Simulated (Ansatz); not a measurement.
# Structural relaxation of random rutile alloy of IrO2 and SiO2 (96 atoms), part 2 of 2

Aim: bring random rutile alloy of IrO2 and SiO2 (96 atoms) to a nearby minimum of the energy and see what moves.

Ansatz 0.2.0; Kohn-Sham DFT, PBEsol, PAW (set soft_2), plane waves.

The cell: 4 Si, 64 O and 28 Ir. The host structure and its lattice constant were typed by rule, without a check against the phase diagram. The main run has no spin polarisation. No spin–orbit coupling is included.

So far. Step 3 (Relaxation): The relaxation changed the energy by -232 meV/atom, and atoms moved by 0.15 Å r.m.s., 0.39 Å at most.

### 4. Structure statistics after relaxation

Bonds before and after, by the cutoffs listed below:

| pair | bonds before | bonds after | mean before (Å) | mean after (Å) | spread before (Å) | spread after (Å) |
| --- | --- | --- | --- | --- | --- | --- |
| O-Ir | 168 | 168 | 1.963 | 1.976 | 0.101 | 0.026 |
| O-Si | 23 | 24 | 1.947 | 1.829 | 0.130 | 0.026 |

Density 11.0 g/cm³, 10.25 Å³ an atom.

g(r), total and by pair (bins of 0.2 Å):

| r (Å) | total | O-O | O-Ir | O-Si | Ir-Ir | Ir-Si | Si-Si |
| --- | --- | --- | --- | --- | --- | --- | --- |
| 1.70 | 0.08 | 0.00 | 0.00 | 1.46 | 0.00 | 0.00 | 0.00 |
| 1.90 | 3.53 | 0.00 | 7.70 | 9.50 | 0.00 | 0.00 | 0.00 |
| 2.10 | 0.67 | 0.00 | 1.71 | 0.00 | 0.00 | 0.00 | 0.00 |
| 2.30 | 0.17 | 0.38 | 0.00 | 0.00 | 0.00 | 0.00 | 0.00 |
| 2.50 | 0.54 | 1.22 | 0.00 | 0.00 | 0.00 | 0.00 | 0.00 |
| 2.70 | 1.95 | 4.39 | 0.00 | 0.00 | 0.00 | 0.00 | 0.00 |
| 2.90 | 0.77 | 1.68 | 0.00 | 0.00 | 0.00 | 1.20 | 0.00 |
| 3.10 | 0.76 | 1.17 | 0.00 | 0.00 | 2.27 | 1.91 | 0.00 |
| 3.30 | 1.19 | 1.08 | 1.69 | 0.68 | 0.19 | 0.00 | 0.00 |
| 3.50 | 1.34 | 0.01 | 0.91 | 1.91 | 7.91 | 8.00 | 8.35 |
| 3.70 | 0.64 | 0.16 | 1.26 | 1.37 | 0.00 | 0.00 | 0.00 |
| 3.90 | 0.97 | 0.87 | 1.22 | 1.85 | 0.00 | 0.00 | 0.00 |
| 4.10 | 0.90 | 0.15 | 1.95 | 1.23 | 0.00 | 0.00 | 0.00 |
| 4.30 | 0.45 | 0.41 | 0.54 | 0.89 | 0.00 | 0.18 | 0.00 |
| 4.50 | 1.83 | 1.90 | 1.57 | 1.78 | 2.50 | 1.93 | 4.94 |
| 4.70 | 1.23 | 1.50 | 1.29 | 1.10 | 0.00 | 0.00 | 0.00 |
| 4.90 | 0.86 | 1.36 | 0.63 | 0.33 | 0.00 | 0.00 | 0.00 |
| 5.10 | 0.51 | 1.04 | 0.10 | 0.23 | 0.00 | 0.00 | 0.00 |
| 5.30 | 1.28 | 1.27 | 1.42 | 1.18 | 0.72 | 1.46 | 0.00 |
| 5.50 | 1.46 | 1.33 | 0.98 | 1.06 | 3.82 | 3.83 | 3.15 |
| 5.70 | 1.15 | 1.29 | 0.88 | 0.82 | 1.81 | 1.65 | 0.00 |
| 5.90 | 0.64 | 0.04 | 1.33 | 1.96 | 0.03 | 0.00 | 0.00 |
| 6.10 | 0.38 | 0.20 | 0.64 | 0.13 | 0.32 | 0.37 | 0.00 |
| 6.30 | 0.68 | 1.04 | 0.12 | 0.08 | 1.48 | 1.76 | 0.00 |
| 6.50 | 1.04 | 1.13 | 1.21 | 1.25 | 0.00 | 0.00 | 0.00 |
| 6.70 | 1.11 | 0.57 | 1.93 | 1.91 | 0.00 | 0.00 | 0.00 |
| 6.90 | 1.23 | 1.69 | 0.97 | 0.90 | 0.61 | 0.22 | 1.00 |
| 7.10 | 1.80 | 1.97 | 1.46 | 1.61 | 2.34 | 2.71 | 3.89 |

Bonds by pair of elements; cutoffs follow the first minimum of g(r), held within bounds set by covalent radii, and pairs that aren't listed don't count as bonded:

| pair A-B | cutoff (Å) | bonds | mean length (Å) | spread (Å) | shortest (Å) | B about A | A about B |
| --- | --- | --- | --- | --- | --- | --- | --- |
| O-Ir | 2.43 | 168 | 1.98 | 0.026 | 1.92 | 2.62 | 6 |
| O-Si | 2.16 | 24 | 1.83 | 0.026 | 1.78 | 0.375 | 6 |

How many atoms have how many bonded neighbours:

| element | mean | 3 | 6 |
| --- | --- | --- | --- |
| Ir | 6 | 0 | 28 |
| O | 3 | 64 | 0 |
| Si | 6 | 0 | 4 |

Bond angles, per cent of each kind in bins of 5°:

| angle (°) | O-Ir-O | Ir-O-Ir | O-Si-O | Ir-O-Si |
| --- | --- | --- | --- | --- |
| 70–75 | 4.5 | 0.0 | 0.0 | 0.0 |
| 75–80 | 8.3 | 0.0 | 8.3 | 0.0 |
| 80–85 | 0.5 | 0.0 | 5.0 | 0.0 |
| 85–90 | 27.6 | 0.0 | 21.7 | 0.0 |
| 90–95 | 25.7 | 0.0 | 31.7 | 0.0 |
| 95–100 | 0.0 | 2.7 | 10.0 | 2.3 |
| 100–105 | 8.3 | 21.2 | 3.3 | 25.0 |
| 105–110 | 5.0 | 8.9 | 0.0 | 9.1 |
| 110–115 | 0.0 | 0.0 | 0.0 | 0.0 |
| 115–120 | 0.0 | 0.7 | 0.0 | 0.0 |
| 120–125 | 0.0 | 8.9 | 0.0 | 4.5 |
| 125–130 | 0.0 | 55.5 | 0.0 | 13.6 |
| 130–135 | 0.0 | 2.1 | 0.0 | 36.4 |
| 135–140 | 0.0 | 0.0 | 0.0 | 9.1 |
| 140–145 | 0.0 | 0.0 | 0.0 | 0.0 |
| 145–150 | 0.0 | 0.0 | 0.0 | 0.0 |
| 150–155 | 0.0 | 0.0 | 0.0 | 0.0 |
| 155–160 | 0.0 | 0.0 | 0.0 | 0.0 |
| 160–165 | 0.0 | 0.0 | 0.0 | 0.0 |
| 165–170 | 0.0 | 0.0 | 0.0 | 0.0 |
| 170–175 | 0.2 | 0.0 | 0.0 | 0.0 |
| 175–180 | 19.8 | 0.0 | 20.0 | 0.0 |

Bond angles (no mean is given where the spread exceeds 20°):

| angle | count | mean (°) | spread (°) |
| --- | --- | --- | --- |
| O-Ir-O | 420 | - | - |
| Ir-O-Ir | 146 | 119 | 11.1 |
| O-Si-O | 60 | - | - |
| Ir-O-Si | 44 | 122 | 13.7 |
| Si-O-Si | 2 | 136 | 0.9 |

Rings of the network by King's shortest-path rule, up to 12 atoms, one path for each pair of neighbours; H, halogens, alkali and alkaline-earth atoms are left out, and the last column divides by all other atoms, bonded or not:

| ring size (atoms) | rings | per network atom |
| --- | --- | --- |
| 4 | 32 | 0.333 |
| 6 | 128 | 1.33 |
| 8 | 90 | 0.938 |

First main peaks of g(r), for some of the pairs, lie near 2.78 Å (O-O), 1.97 Å (O-Ir) and 1.83 Å (O-Si). With the cutoffs above, all Ir atoms have 6, all O atoms have 3 and all Si atoms have 6 bonded neighbours. Rings of 6 atoms are the most common (51 % of those counted); sizes run from 4 to 8.

### 5. Single point at the relaxed geometry

One more single point at the end of the walk gives the fuller output and checks the residual forces.

The input, input.yaml:

```yaml
crystal:
  lattice:
    - [8.9162, 0.0, 0.0]
    - [0.0, 8.9162, 0.0]
    - [0.0, 0.0, 12.3716]
  atoms:
    - { symbol: Si, position: [0.00114, 0.99959, 0.00158] }
    - { symbol: Si, position: [0.24607, 0.2478, 0.12203] }
    - { symbol: O, position: [0.15191, 0.1461, 0.0134] }
    - { symbol: O, position: [0.34439, 0.33831, 0.01352] }
    [... 86 atom lines left out ...]
    - { symbol: Ir, position: [0.50067, 0.49874, 0.75076] }
    - { symbol: Ir, position: [0.75396, 0.74924, 0.87763] }
    - { symbol: O, position: [0.65817, 0.6515, 0.75027] }
    - { symbol: O, position: [0.84951, 0.84237, 0.75181] }
    - { symbol: O, position: [0.59913, 0.90294, 0.87549] }
    - { symbol: O, position: [0.90991, 0.59189, 0.88817] }
kpoints:
  mp_grid: { grid: [2, 2, 1] }
hamiltonian:
  xc: pbesol
scf:
  occupations: { method: gaussian, width: 0.025 }
output:
  forces: true
  stress: true
  populations: intrinsic
  dos:
    method: { smearing: { sigma: 0.08 } }
    de: 0.1
    projected: { site_lists: { Ir: [Ir], O: [O], Si: [Si] } }
  eigenvalues: true
  write_density: true
  write_potential: true
  volumetric_format: npy
```

Run with:

```console
ansatz run input.yaml --threads 8 --pin off --max-ram 15872MiB --backend cpu --events-out ev --progress --plain --runs-dir out
```

Numbers of over 12 decimals in the logs are rounded to 6 here.

The log of the run:

```text
[...]
Crystal: 96 atoms, lattice volume = 983.525 Å³
Basis set: ecut = 420 eV, 19233 PW (Γ), exchange–correlation on 120×120×180 points (8 copies of the dense FFT grid, shifted against one another)
Bands: 534, of which v1, the nominal top of the filled ones, is band 438 counted from 1 (437 counted from 0)
Symmetry: 1 space group operations
[...]
k-points: 4
[...]
SCF iter   1: F=—  HF=-368694.258610 eV  |F-HF|=—  |Δ(HF+E_count)|=         —  Δρ=2.07e-2  dr2=4.61e0  ethr=1.77e-3  ⟨swp⟩=6.0  Hψ=7229  notcnv=0  defer=288
[...]
SCF iter  16: F=-368693.485356 eV  HF=-368693.485356 eV  |F-HF|=3.64e-8  |Δ(HF+E_count)|=   9.55e-9  Δρ=1.94e-6  dr2=4.26e-8  ethr=1.14e-11  ⟨swp⟩=14.5  Hψ=14658  notcnv=0
SCF 1 converged in 16 iterations: F = -368693.485356 eV  dr2 = 4.26e-8
[...]
SCF converged after 16 iterations
Free energy (F): -368693.485356 eV
[...]
Internal energy: -368693.467693 eV  (E = F + TS)
E sigma→0 (E₀):  -368693.476525 eV
Entropy (-TS):   -0.017663 eV (-0.184 meV/atom)
Fermi energy:    14.173478 eV
[...]
--- Forces (eV/Å), atoms counted from 1 ---
  atom   1  Si    -0.00322235    -0.00731983     0.00113337
  atom   2  Si    -0.00798819     0.01760035     0.01487580
  atom   3  O      0.00500225     0.00618383    -0.01654162
  atom   4  O      0.00440421    -0.00190692    -0.01764317
  atom   5  O     -0.00005228    -0.00152745    -0.00605297
  atom   6  O     -0.00185036    -0.00222105    -0.00240803
  atom   7  Ir     0.00940308    -0.00115754    -0.00259498
  atom   8  Ir     0.00329966     0.00170681    -0.00641945
  atom   9  O      0.00235692     0.00122105    -0.00087451
  atom  10  O      0.00785139    -0.00378823     0.00778003
  atom  11  O     -0.00662103     0.00755819     0.00322924
  atom  12  O      0.00169200     0.00059134     0.00313659
  atom  13  Ir     0.00014899    -0.00374735    -0.00959650
  atom  14  Ir     0.00175089     0.00115638     0.00200723
[...]
atom  95  O     -0.00238380     0.00369394    -0.00029002
  atom  96  O     -0.00300424     0.00522760     0.00178858
  max |Σ_I F_I| component: 1.47e-5 eV/Å
--- Stress (GPa, compression-positive) ---
       -1.661661      -0.024818      -0.006862
       -0.024818      -1.617149      -0.011916
       -0.006862      -0.011916      -0.473556
  P = ⅓ Tr σ = -1.2508 GPa (-12.508 kbar)
--- Band table (eV) ---
[...]
--- intrinsic populations: 96 sites ---
  site symbol       q [e]
     0     Si      2.4897
     1     Si      2.4908
     2      O      6.7552
[...]
95      O      6.7228
  spilling = -0.000000 (of n_electrons = 876.000000)
```

The job ended after 21 s (8 threads of AMD EPYC 9R45, shared host; peak memory 8.1 GiB).

Read from the output:

- free energy: -368693.4854 eV
- free energy per atom: -3840.5571 eV/atom
- SCF cycles: 16
- pressure: -1.251 GPa
- r.m.s. force component: 0.00528 eV/Å
- longest force: 0.02439 eV/Å
- Fermi energy: 14.17 eV
- levels partly filled by over 2 per cent: 8

Intrinsic-atomic-orbital charges by element:

| element | coordination | atoms | mean charge (e) | spread | least | most |
| --- | --- | --- | --- | --- | --- | --- |
| Ir | all | 28 | 1.37 | 0.0152 | 1.34 | 1.40 |
| O | all | 64 | -0.694 | 0.0329 | -0.767 | -0.652 |
| Si | all | 4 | 1.51 | 0.0036 | 1.50 | 1.51 |

Charge against the make-up of the first shell:

| Si neighbours of O | atoms | mean charge (e) |
| --- | --- | --- |
| 0 | 42 | -0.671 |
| 1 | 20 | -0.734 |
| 2 | 2 | -0.761 |

Density of states as counts of states in windows of 1 eV (from the Fermi level), total and the larger projections:

| from (eV) | to (eV) | total | O p | Ir d |
| --- | --- | --- | --- | --- |
| -18 | -11 | 0.0 | 0.0 | 0.0 |
| -11 | -10 | 4.3 | 2.6 | 0.8 |
| -10 | -9 | 22.2 | 13.6 | 6.0 |
| -9 | -8 | 64.1 | 39.5 | 20.5 |
| -8 | -7 | 52.7 | 34.1 | 15.5 |
| -7 | -6 | 57.9 | 40.4 | 13.3 |
| -6 | -5 | 60.1 | 44.7 | 12.6 |
| -5 | -4 | 66.4 | 50.9 | 13.5 |
| -4 | -3 | 43.3 | 36.1 | 6.2 |
| -3 | -2 | 31.7 | 14.4 | 16.5 |
| -2 | -1 | 81.0 | 18.0 | 60.6 |
| -1 | 0 | 39.3 | 15.4 | 23.0 |
| 0 | 1 | 28.6 | 12.2 | 15.7 |
| 1 | 2 | 14.0 | 2.3 | 9.0 |
| 2 | 3 | 35.4 | 9.4 | 20.4 |
| 3 | 4 | 36.2 | 13.7 | 19.0 |
| 4 | 5 | 26.0 | 11.1 | 12.9 |

The curve was stored every 0.10 eV, coarse against its broadening of 0.08 eV, so these counts are rough.

Between -26 and -18 eV lie 128 more states.

The stored curve holds about 651 of the 876 electrons; the rest, give or take the few that broadening carries across the Fermi level, lie in deeper levels below its range.

The levels nearest the highest filled one (over half full), pooled over k-points and spins:

| level less the highest filled one (eV) | occupation |
| --- | --- |
| -0.0281 | 1.98 |
| -0.0187 | 1.93 |
| -0.0105 | 1.82 |
| -0.0061 | 1.72 |
| -0.0026 | 1.63 |
| 0 | 1.54 |
| 0.0252 | 0.493 |
| 0.0254 | 0.486 |
| 0.0275 | 0.416 |
| 0.0683 | 0.002 |
| 0.108 | 0 |
| 0.116 | 0 |

Valence density in the ab plane at fractional z = 0.001, with atoms of Si and O and Ir within 0.2 Å of it. It is the smooth field of the valence electrons, not physical close to the nuclei.

Ten even steps from '_' (0.0 e/Å³) to '@' (8.9 e/Å³), each cell a mean:
```
____________________..++@@%%==____________________
________________......::==--..__________......____
______________..====::__________________--**==..__
______________::**##::________________..==##++..__
______________..====..__________________::--::____
________________....______________________________
______....____________________..::..______________
____::++==..__________________==##++..____________
____--####::________________..==**++..____________
____..----..__________..::......::..______________
______..____________..==##**::____________________
____________________::##@@@@++..__________________
____________________..++%%%%==____________________
______________________::====..__________..::..____
______________..----..__________________--**==..__
______________--****::__________________==##++..__
______________::====..__________________..--::____
________________....______________________________
______....____________________..::..______________
____..==++::__________________==##==..____________
____::****::________________..==**==..____________
____..----..__________..::......::..______________
____________________..==##**::____________________
____________________::##@@@@++..__________________
```
Columns run along a (8.9 Å), rows up along b (8.9 Å). Atoms in or near the plane, at fractional coordinates: Si at (0.00, 0.00), O at (0.15, 0.15), O at (0.34, 0.34), Si at (0.00, 0.50), O at (0.15, 0.64), O at (0.35, 0.84), Ir at (0.50, 0.00), O at (0.65, 0.16), O at (0.85, 0.36), Ir at (0.50, 0.50), O at (0.65, 0.66), O at (0.85, 0.85).

Electrostatic potential energy in the ab plane at fractional z = 0.001, with atoms of Si and O and Ir within 0.2 Å of it. With pseudopotentials it is smooth inside the atoms' cores, unlike the true potential.

Ten even steps from '0' (-49 eV) to '9' (19 eV), each cell a mean:
```
0268999998500027999999841
4589999987742358999986775
8899999633677789999842378
9999999511599999999831379
9999999633799999999854599
9999999888999999999998999
9997789999999997568999999
9963269999999983126999999
9851159999998883137999999
6764479999865566569999987
1378899999620037999999863
0158999998400016999999840
0168999998500027999999851
3579999988742258999986674
8899999744787789999842378
9999998412699999999831279
9999998633799999999964699
9999999878999999999999999
9997689999999997568999999
9963259999999983137999999
9852259999998873137999999
6775589999865566569999987
1378999999620037999999862
0158999998400016999999840
```
Columns run along a (8.9 Å; values clipped at the 3rd and 97th percentile), rows up along b (8.9 Å). Atoms in or near the plane, at fractional coordinates: Si at (0.00, 0.00), O at (0.15, 0.15), O at (0.34, 0.34), Si at (0.00, 0.50), O at (0.15, 0.64), O at (0.35, 0.84), Ir at (0.50, 0.00), O at (0.65, 0.16), O at (0.85, 0.36), Ir at (0.50, 0.50), O at (0.65, 0.66), O at (0.85, 0.85).

Mean intrinsic-atomic-orbital charges: Ir +1.37, O -0.69, Si +1.51 e. The charge on O changes by -0.057 e for each Si neighbour that takes the place of another kind, on average. Within 0.4 eV of the Fermi level the largest share is Ir d (57 % of the projected weight).

Local excerpt of 10 atoms (numbers count through the whole input) about Si2, one of the 4 Si atoms; x, y, z are measured from there.

| atom | x | y | z | distance (Å) | bonds | intrinsic-atomic-orbital charge (e) |
| --- | --- | --- | --- | --- | --- | --- |
| Si2 | 0.00 | 0.00 | 0.00 | 0.00 | 6 | 1.51 |
| O9 | -0.81 | -0.78 | 1.38 | 1.78 | 3 | -0.74 |
| O4 | 0.88 | 0.81 | -1.34 | 1.79 | 3 | -0.74 |
| O3 | -0.84 | -0.91 | -1.34 | 1.83 | 3 | -0.76 |
| O10 | 0.83 | 0.86 | 1.40 | 1.84 | 3 | -0.73 |
| O6 | 1.34 | -1.30 | 0.04 | 1.86 | 3 | -0.74 |
| O5 | -1.31 | 1.35 | -0.12 | 1.88 | 3 | -0.77 |
| Ir20 | 0.02 | 0.00 | -2.95 | 2.95 | 6 | 1.35 |
| Ir8 | 0.03 | 0.02 | 3.04 | 3.04 | 6 | 1.34 |
| O54 | -3.04 | -1.41 | -0.12 | 3.35 | 3 | -0.72 |

The column of bonds counts only the pairs O-Ir within 2.43 Å, O-Si within 2.16 Å; other neighbours, such as metal atoms beside each other in a compound, aren't counted, and periodic images can show an atom twice.

### 6. What came out

```yaml
energy_change_in_the_relaxation: -232.2 meV/atom
r_m_s_displacement: 0.151 Å
largest_displacement: 0.39 Å
free_energy_per_atom: -3840.5571 eV/atom
density: 11.01 g/cm³
pressure: -1.251 GPa
r_m_s_force_component: 0.00528 eV/Å
wall_time_of_the_3_dft_runs: 90 s
```

What this shows: Relaxation lowers the energy by 232 meV/atom and moves atoms by 0.15 Å r.m.s.; the r.m.s. force component goes from 2.5 to 0.0053 eV/Å, the pressure goes from 11 to -1.3 GPa. By the final cutoffs 0 of 191 bonded pairs parted and 1 joined. The r.m.s. move is of the size of the random displacements put into the start (0.121 Å r.m.s. in three dimensions). From the first step to the last the energy fell by 22.287 eV, and the largest move was 0.39 Å (O47). The O-Si bonds change most in mean length: from 1.947 Å (spread 0.130) to 1.829 Å (spread 0.026), and their number from 23 to 24. With the cutoffs above, all Ir atoms have 6, all O atoms have 3 and all Si atoms have 6 bonded neighbours. 8 levels are partly filled, by over 2 % (on the run's k-points): no clear gap opens at this level.

[Logs are printed without paths, hosts, clocks, repeated set-up lines and the standing remarks that a program may print on its own settings, such as how far it seeks lower states.]

[Hosts, paths, dates, database ids (printed as entryN), source tags and the programs' standing remarks are cut or masked in the printed files.]
